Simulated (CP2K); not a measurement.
Two runs for the N K edge of ammonia dimer. Run A: CP2K XAS_TDP, all-electron GAPW, PBEh(45%), aug-cc-pVDZ, TDA, no relativity. Run B differs in one setting.

First lines with a strength over 0.0015. A:

```tsv
atom	energy (eV)	states	strength, one atom
N1 (bonded to 3 H, takes 1 H bond)	397.23	1	0.0069
	398.59	2	0.0518
	399.27	1	0.0065
	400.31	1	0.0036
	400.37	1	0.0016
N2 (bonded to 3 H, gives 1 H bond)	396.77	1	0.0065
	397.81	1	0.0056
	397.90	1	0.0202
	398.70	1	0.0048
	398.96	1	0.0030
```

B:

```tsv
atom	energy (eV)	states	strength, one atom
N1 (bonded to 3 H, takes 1 H bond)	403.29	1	0.0068
	404.66	2	0.0511
	405.33	1	0.0064
	406.37	1	0.0036
	406.43	1	0.0016
N2 (bonded to 3 H, gives 1 H bond)	402.77	1	0.0064
	403.81	1	0.0055
	403.90	1	0.0199
	404.71	1	0.0048
	404.96	1	0.0029
```

**Question.** Which was it: the functional, scalar relativity switched on, GW2X switched on, the basis?

GW2X switched on. GW2X shifts an atom's lines together and keeps their spacings. Against PBEh(45%) in aug-cc-pVDZ, the leading lines move by +6.07 eV (N1, to 404.66) and +6.00 eV (N2, to 403.90).

[Banner, clock and machine lines of the logs are left out without a mark of their own.]

[Logs are printed without paths, hosts, clocks, repeated set-up lines and the standing remarks that a program may print on its own settings, such as how far it seeks lower states.]

[Hosts, paths, dates, database ids (printed as entryN), source tags and the programs' standing remarks are cut or masked in the printed files.]
